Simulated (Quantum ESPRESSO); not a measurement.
# Dipole at the next field: Nb2NO2 MXene, 1 layer

How the rows were computed: Quantum ESPRESSO 7.5, PBEsol, GBRV ultrasoft; sawtooth field along the normal with dipole correction, ions clamped, threshold 1e-9 Ry; cell area 8.494 Å².

```
field (V/Å)  dipole (e Å a cell)
          0              0.00002
        0.1              0.02613
        0.2              0.05213
```

One more run was made and is withheld. What is the dipole at 0.4 V/Å, and what electrostatic thickness 4πα/A follows from the rows?

**Worked estimate.** The slope is (0.05213 − (0.00002))/0.2 = 0.2606 e Å²/V, so 4πα/A = 180.95 × 0.2606/8.494 = 5.55 Å. Linear response gives p = 0.00002 + 0.2606 × (0.4) = 0.10424 e Å; a parabola through the three rows gives 0.10380.

**The withheld run.** p = 0.10431 e Å. The line misses by 0.1 % of the induced dipole and the parabola by 0.5 %. The response is linear over this range.

**Limits.** Electrons alone respond; local and semilocal functionals tend to overscreen.

[Logs are printed without paths, hosts, clocks, repeated set-up lines and the standing remarks that a program may print on its own settings, such as how far it seeks lower states.]
